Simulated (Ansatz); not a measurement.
**Mg in place of Zn at several sites of glassy 58SiO2-42ZnO (mol %) (67 atoms)**

Aim: make Mg in place of Zn at several sites of glassy 58SiO2-42ZnO (mol %) (67 atoms), relax each, and compare their energies.

Calculated with Ansatz 0.2.0; Kohn-Sham DFT, PBEsol, PAW (set soft_1), plane waves.

## 1. Set-up

The cell holds 67 atoms: 15 Si, 11 Zn and 41 O. Its edges and angles: a = 9.780 Å, b = 9.780 Å, c = 9.780 Å, α = 90.0°, β = 90.0°, γ = 90.0°. 67 atoms (15 Si, 11 Zn, 41 O) placed at random at 3.12 g/cm³, melted at 4000 K for 10 ps at fixed volume with the Morse and Coulomb pair potential with partial charges (Pedone, Malavasi, Menziani, Cormack and Segre, J. Phys. Chem. B 110, 11780 (2006)). Quenched from 4000 K to 300 K at 500 K/ps and fixed volume, held 10 ps at zero pressure.

Limits known from the start: The quench rate of 500 K/ps is many orders above laboratory rates, so the cell is likely richer in defects and strain than a real sample. The starting topology of bonds comes from the classical model, and needn't be the one that DFT or experiment would give. The Brillouin zone is sampled at Γ only, in a cell whose shortest periodic width is 10 Å.

## 2. Single point at the start

The forces at the start show how far the geometry lies from a minimum of this functional.

Contents of input.yaml:

```yaml
crystal:
  lattice:
    - [9.78013, 0.0, 0.0]
    - [0.0, 9.78013, 0.0]
    - [0.0, 0.0, 9.78013]
  atoms:
    - { symbol: Si, position: [0.18596, 0.67517, 0.0858] }
    - { symbol: Si, position: [0.12796, 0.95309, 0.5692] }
    - { symbol: Si, position: [0.063, 0.1654, 0.33331] }
    - { symbol: Si, position: [0.83074, 0.09354, 0.15128] }
    - { symbol: Si, position: [0.48324, 0.26299, 0.90942] }
    - { symbol: Si, position: [0.6722, 0.35615, 0.15254] }
    - { symbol: Si, position: [0.95569, 0.33894, 0.79623] }
    - { symbol: Si, position: [0.43653, 0.29918, 0.36532] }
    - { symbol: Si, position: [0.43915, 0.85031, 0.1344] }
    - { symbol: Si, position: [0.00038, 0.73224, 0.35134] }
    - { symbol: Si, position: [0.50088, 0.55402, 0.81184] }
    - { symbol: Si, position: [0.25522, 0.10137, 0.08523] }
    - { symbol: Si, position: [0.65759, 0.81219, 0.91784] }
    - { symbol: Si, position: [0.95463, 0.43369, 0.49637] }
    - { symbol: Si, position: [0.63726, 0.47771, 0.55069] }
    - { symbol: Zn, position: [0.01889, 0.07471, 0.85036] }
    - { symbol: Zn, position: [0.25474, 0.79615, 0.79992] }
    - { symbol: Zn, position: [0.7991, 0.57401, 0.00398] }
    - { symbol: Zn, position: [0.67006, 0.69307, 0.3124] }
    - { symbol: Zn, position: [0.12931, 0.42934, 0.26892] }
    - { symbol: Zn, position: [0.70507, 0.81705, 0.58554] }
    - { symbol: Zn, position: [0.23696, 0.37323, 0.95765] }
    - { symbol: Zn, position: [0.98441, 0.87148, 0.99339] }
    - { symbol: Zn, position: [0.70581, 0.07571, 0.7261] }
    - { symbol: Zn, position: [0.44593, 0.07088, 0.60331] }
    - { symbol: Zn, position: [0.57041, 0.0071, 0.34679] }
    - { symbol: O, position: [0.60679, 0.64934, 0.90074] }
    - { symbol: O, position: [0.42121, 0.14183, 0.41163] }
    - { symbol: O, position: [0.12996, 0.73494, 0.94337] }
    - { symbol: O, position: [0.84847, 0.21093, 0.76497] }
    - { symbol: O, position: [0.12073, 0.08907, 0.466] }
    - { symbol: O, position: [0.54774, 0.31582, 0.24406] }
    - { symbol: O, position: [0.41265, 0.41931, 0.87588] }
    - { symbol: O, position: [0.89397, 0.04717, 0.01433] }
    - { symbol: O, position: [0.68616, 0.0476, 0.19376] }
    - { symbol: O, position: [0.38934, 0.65727, 0.77341] }
    - { symbol: O, position: [0.52938, 0.81712, 0.26158] }
    - { symbol: O, position: [0.27766, 0.94061, 0.64057] }
    - { symbol: O, position: [0.64235, 0.63988, 0.50815] }
    - { symbol: O, position: [0.52067, 0.38857, 0.48247] }
    - { symbol: O, position: [0.34786, 0.98153, 0.15348] }
    - { symbol: O, position: [0.0122, 0.30809, 0.38719] }
    - { symbol: O, position: [0.78534, 0.4261, 0.50502] }
    - { symbol: O, position: [0.01226, 0.57045, 0.41534] }
    - { symbol: O, position: [0.61163, 0.30747, 0.00062] }
    - { symbol: O, position: [0.29308, 0.37596, 0.34632] }
    - { symbol: O, position: [0.84812, 0.76984, 0.33988] }
    - { symbol: O, position: [0.70279, 0.515, 0.17184] }
    - { symbol: O, position: [0.09, 0.82438, 0.45847] }
    - { symbol: O, position: [0.6037, 0.47604, 0.7071] }
    - { symbol: O, position: [0.94223, 0.07286, 0.26679] }
    - { symbol: O, position: [0.50959, 0.17821, 0.77992] }
    - { symbol: O, position: [0.70052, 0.87236, 0.77459] }
    - { symbol: O, position: [0.00492, 0.40539, 0.64073] }
    - { symbol: O, position: [0.80951, 0.27265, 0.15771] }
    - { symbol: O, position: [0.17304, 0.50448, 0.09066] }
    - { symbol: O, position: [0.89392, 0.45565, 0.88699] }
    - { symbol: O, position: [0.1718, 0.01651, 0.96895] }
    - { symbol: O, position: [0.33291, 0.7233, 0.09625] }
    - { symbol: O, position: [0.16109, 0.16986, 0.1961] }
    - { symbol: O, position: [0.62724, 0.00234, 0.54694] }
    - { symbol: O, position: [0.02771, 0.95819, 0.68955] }
    - { symbol: O, position: [0.79984, 0.78089, 0.99955] }
    - { symbol: O, position: [0.533, 0.87503, 0.99742] }
    - { symbol: O, position: [0.08588, 0.2748, 0.86311] }
    - { symbol: O, position: [0.076, 0.73027, 0.20726] }
    - { symbol: O, position: [0.3529, 0.21061, 0.01279] }
kpoints:
  mp_grid: { grid: [1, 1, 1] }
hamiltonian:
  xc: pbesol
  pseudopotentials: { kind: paw, azcp: { folder: soft_1 }, xc_functional: pbe }
scf:
  occupations: { method: fermi_dirac, width: 0.05 }
output:
  forces: true
```

Launch:

```sh
> ansatz run input.yaml --threads 4 --pin off --max-ram 8192MiB --backend cpu --events-out ev --progress --plain --runs-dir out
```

Numbers of over 12 decimals in the logs are rounded to 6 here.

What it wrote:

```text
[...]
Pseudopotentials: kind: paw
Pseudopotential: Si, paw, valence charge 4, recommended cutoff 420 eV (normal), soft_1/Si.paw.azcp
Pseudopotential: Zn, paw, valence charge 12, recommended cutoff 420 eV (normal), soft_1/Zn.paw.azcp
Pseudopotential: O, paw, valence charge 6, recommended cutoff 420 eV (normal), soft_1/O.paw.azcp
[... 3 lines on functional and potentials left out ...]
Crystal: 67 atoms, lattice volume = 935.479 Å³
Basis set: ecut = 420 eV, 18325 PW (Γ), exchange–correlation on 144×144×144 points (8 copies of the dense FFT grid, shifted against one another)
Bands: 286, of which v1, the nominal top of the filled ones, is band 219 counted from 1 (218 counted from 0)
Symmetry: 1 space group operations
Space group: P1 (ITA 1), of the structure as read, at distance tolerance 9.8e-5 Å
k-points: 1
[... 10 lines on functional and potentials left out ...]
Initial density: superposition of atomic densities (chi_scale 0.1, normalization cell, long waves 14 % of neutral atoms (reshape's long-wave potential 1.14 eV rms, cloud 1.88 Å wide))
Initial wavefunctions: pseudopotential atomic-orbital guess
[...]
SCF iter   1: F=—  HF=-68481.311825 eV  |F-HF|=—  |Δ(HF+E_count)|=         —  Δρ=1.14e-1  dr2=1.01e2  ethr=3.10e-3  ⟨swp⟩=6.0  Hψ=1338  notcnv=0  defer=24
preconditioner: auto → Resta (q_TF=auto, 2.404 Å⁻¹)  ε∞=3.5  [insulator: Δε(μ)=1.802 eV  Ē_g=16.092 eV  σ=0.050 eV  W_gap=1.00  n_scr=250 (ndim 8)  ℏωp=25.4 eV  f_vac=0.115  D(μ)=0.00/eV (n_scr^D=0)  ε∞_Penn≈3.5]
SCF iter   2: F=—  HF=-68452.650863 eV  |F-HF|=—  |Δ(HF+E_count)|=    2.87e1  Δρ=3.53e-2  dr2=1.06e1  ethr=3.10e-3  ⟨swp⟩=3.0  Hψ=558  notcnv=0  defer=62
SCF iter   3: F=—  HF=-68449.105590 eV  |F-HF|=—  |Δ(HF+E_count)|=    3.55e0  Δρ=1.84e-2  dr2=3.53e0  ethr=2.42e-3  ⟨swp⟩=2.0  Hψ=467  notcnv=0  defer=29
automatic band count: iteration 3 solves 253 bands in place of 286: the levels show a gap, and the empty bands left out lie too high to hold charge; the band table lists the bands solved (type scf.n_extra_bands for more)
SCF iter   4: F=—  HF=-68448.634109 eV  |F-HF|=—  |Δ(HF+E_count)|=   4.71e-1  Δρ=1.01e-2  dr2=6.07e-1  ethr=8.05e-4  ⟨swp⟩=5.0  Hψ=400  notcnv=0  defer=29
SCF iter   5: F=—  HF=-68448.644360 eV  |F-HF|=—  |Δ(HF+E_count)|=   1.03e-2  Δρ=3.32e-3  dr2=9.08e-2  ethr=1.38e-4  ⟨swp⟩=5.0  Hψ=480  notcnv=0  defer=28
[...]
SCF iter  13: F=—  HF=-68448.669929 eV  |F-HF|=—  |Δ(HF+E_count)|=   1.58e-6  Δρ=7.76e-6  dr2=3.77e-7  ethr=2.47e-10  ⟨swp⟩=2.0  Hψ=416  notcnv=0  defer=28
SCF iter  14: F=-68448.669929 eV  HF=-68448.669929 eV  |F-HF|=1.71e-8  |Δ(HF+E_count)|=   7.02e-8  Δρ=2.65e-6  dr2=5.05e-8  ethr=2.28e-11  ⟨swp⟩=3.0  Hψ=1065  notcnv=0
SCF 1 converged in 14 iterations: F = -68448.669929 eV  dr2 = 5.05e-8
[...]
SCF converged after 14 iterations
Free energy (F): -68448.669929 eV
Harris-Foulkes:  -68448.669929 eV  (|F-HF|=1.71e-8)
Internal energy: -68448.669929 eV  (E = F + TS)
E sigma→0 (E₀):  -68448.669929 eV
Fermi energy:    4.642869 eV
--- Per-component energies (eV) ---
[...]
Σ components = -68448.669929   (vs F -68448.669929, Δ=0.00e0)
--- Forces (eV/Å), atoms counted from 1 ---
  atom   1  Si    -3.96382117    -2.18706001     0.48804910
  atom   2  Si     0.70950933    -0.19320234    -3.59969055
  atom   3  Si    -0.03823682    -4.13286405    -0.39791524
  atom   4  Si    -1.56506530     4.02760452     1.55345229
[...]
atom  67  O      1.20796349     1.41546664    -0.89052124
  max |Σ_I F_I| component: 7.77e-5 eV/Å
```

Elapsed: 7.9 s, on 4 threads of Arm Neoverse V2, shared host; peak memory 1.2 GiB.

The r.m.s. force at the start is 1.4 eV/Å.

## 3. Relaxation

The atoms are relaxed in the fixed cell, aiming at the force tolerance of the input.

Contents of input.yaml:

```yaml
crystal:
  lattice:
    - [9.78013, 0.0, 0.0]
    - [0.0, 9.78013, 0.0]
    - [0.0, 0.0, 9.78013]
  atoms:
    [... the 67 atom lines of step 2 ...]
kpoints:
  mp_grid: { grid: [1, 1, 1] }
hamiltonian:
  xc: pbesol
  pseudopotentials: { kind: paw, azcp: { folder: soft_1 }, xc_functional: pbe }
scf:
  occupations: { method: fermi_dirac, width: 0.05 }
output:
  forces: true
relax:
  f_tol: 0.05
  max_steps: 120
```

What it wrote:

```text
[...]
Crystal: 67 atoms, lattice volume = 935.479 Å³
Basis set: ecut = 420 eV, 18325 PW (Γ), exchange–correlation on 144×144×144 points (8 copies of the dense FFT grid, shifted against one another)
Bands: 286, of which v1, the nominal top of the filled ones, is band 219 counted from 1 (218 counted from 0)
Symmetry: 1 space group operations
[...]
k-points: 1
[...]
SCF iter   1: F=—  HF=-68481.311825 eV  |F-HF|=—  |Δ(HF+E_count)|=         —  Δρ=1.14e-1  dr2=1.01e2  ethr=3.10e-3  ⟨swp⟩=6.0  Hψ=1338  notcnv=0  defer=24
[...]
SCF iter   9: F=—  HF=-68448.669798 eV  |F-HF|=—  |Δ(HF+E_count)|=   2.09e-4  Δρ=1.99e-4  dr2=2.84e-4  ethr=2.85e-7  ⟨swp⟩=2.0  Hψ=429  notcnv=0  defer=61
SCF iter  10: F=-68448.669919 eV  HF=-68448.669870 eV  |F-HF|=4.90e-5  |Δ(HF+E_count)|=   7.16e-5  Δρ=5.35e-5  dr2=2.58e-5  ethr=1.43e-8  ⟨swp⟩=3.0  Hψ=962  notcnv=0
SCF 1 converged in 10 iterations: F = -68448.669919 eV  dr2 = 2.58e-5
[...]
relax step   1: F+E_penalty+E_count = -68448.66991907 eV  Δ(F+E_penalty+E_count) = +0.000e0 eV  max|allowed force component| = 4.330e0 eV/Å  Δτ_max = 0.0000 Å  (10 SCF iters, dr2 threshold 6.25e-5 eV, accepted)
[...]
relax step   2: F+E_penalty+E_count = -68451.41142290 eV  Δ(F+E_penalty+E_count) = -2.742e0 eV  max|allowed force component| = 2.915e0 eV/Å  Δτ_max = 0.0980 Å  (7 SCF iters, dr2 threshold 1.00e-4 eV, accepted)
[...]
relax step   3: F+E_penalty+E_count = -68453.48196818 eV  Δ(F+E_penalty+E_count) = -2.071e0 eV  max|allowed force component| = 8.354e-1 eV/Å  Δτ_max = 0.1950 Å  (8 SCF iters, dr2 threshold 1.00e-4 eV, accepted)
relax step   4: F+E_penalty+E_count = -68453.86235429 eV  Δ(F+E_penalty+E_count) = -3.804e-1 eV  max|allowed force component| = 4.166e-1 eV/Å  Δτ_max = 0.2000 Å  (7 SCF iters, dr2 threshold 5.73e-5 eV, accepted)
relax step   5: F+E_penalty+E_count = -68454.03653153 eV  Δ(F+E_penalty+E_count) = -1.742e-1 eV  max|allowed force component| = 1.644e-1 eV/Å  Δτ_max = 0.2000 Å  (8 SCF iters, dr2 threshold 1.43e-5 eV, accepted)
relax step   6: F+E_penalty+E_count = -68454.05645401 eV  Δ(F+E_penalty+E_count) = -1.992e-2 eV  max|allowed force component| = 2.951e-1 eV/Å  Δτ_max = 0.2000 Å  (9 SCF iters, dr2 threshold 4.21e-6 eV, accepted)
relax step   7: F+E_penalty+E_count = -68454.10565918 eV  Δ(F+E_penalty+E_count) = -4.921e-2 eV  max|allowed force component| = 1.606e-1 eV/Å  Δτ_max = 0.1506 Å  (8 SCF iters, dr2 threshold 1.36e-5 eV, accepted)
relax step   8: F+E_penalty+E_count = -68454.12994673 eV  Δ(F+E_penalty+E_count) = -2.429e-2 eV  max|allowed force component| = 1.377e-1 eV/Å  Δτ_max = 0.2000 Å  (8 SCF iters, dr2 threshold 7.63e-6 eV, accepted)
relax step   9: F+E_penalty+E_count = -68454.13380692 eV  Δ(F+E_penalty+E_count) = -3.860e-3 eV  max|allowed force component| = 1.306e-1 eV/Å  Δτ_max = 0.0285 Å  (6 SCF iters, dr2 threshold 5.61e-6 eV, accepted)
relax step  10: F+E_penalty+E_count = -68454.14338763 eV  Δ(F+E_penalty+E_count) = -9.581e-3 eV  max|allowed force component| = 5.861e-2 eV/Å  Δτ_max = 0.0908 Å  (6 SCF iters, dr2 threshold 1.25e-5 eV, accepted)
[...]
relax step  11: F+E_penalty+E_count = -68454.14555894 eV  Δ(F+E_penalty+E_count) = -2.171e-3 eV  max|allowed force component| = 2.775e-2 eV/Å  Δτ_max = 0.0270 Å  (8 SCF iters, accepted)
SCF converged after 8 iterations
Free energy (F): -68454.145559 eV
[...]
Internal energy: -68454.145559 eV  (E = F + TS)
E sigma→0 (E₀):  -68454.145559 eV
Fermi energy:    4.665991 eV
[...]
Σ components = -68454.145559   (vs F -68454.145559, Δ=0.00e0)
--- Forces (eV/Å), atoms counted from 1 ---
  atom   1  Si    -0.00351209     0.00672918     0.00143011
  atom   2  Si    -0.00231448     0.00202560     0.00645149
  atom   3  Si     0.00850722    -0.01534877    -0.00564860
  atom   4  Si    -0.01497472    -0.01844556     0.00230381
[...]
atom  67  O      0.00646963     0.01498758    -0.00657694
  max |Σ_I F_I| component: 4.97e-5 eV/Å
--- Relaxed structure (11 steps of the walk, 11 accepted, 0 SCFs on fresh bases) ---
  F+E_penalty+E_count = -68454.14555894 eV   max|allowed force component| = 2.775e-2 eV/Å
  atoms:
    - { symbol: Si, position: [0.181137, 0.684730, 0.092954] }
    - { symbol: Si, position: [0.126278, 0.955601, 0.576520] }
    - { symbol: Si, position: [0.069126, 0.154941, 0.331729] }
    - { symbol: Si, position: [0.828968, 0.094997, 0.156878] }
[...]
- { symbol: O, position: [0.347114, 0.224852, 0.0022654] }
```

Elapsed: 56 s, on 4 threads; peak memory 1.2 GiB; 3.5 min of CPU time.

The relaxation converged after 11 steps, 5.48 eV below its start, with a largest force component of 0.028 eV/Å.

(Part 1 of 3 ends here.)

[Logs are printed without paths, hosts, clocks, repeated set-up lines and the standing remarks that a program may print on its own settings, such as how far it seeks lower states.]

[Hosts, paths, dates, database ids (printed as entryN), source tags and the programs' standing remarks are cut or masked in the printed files.]
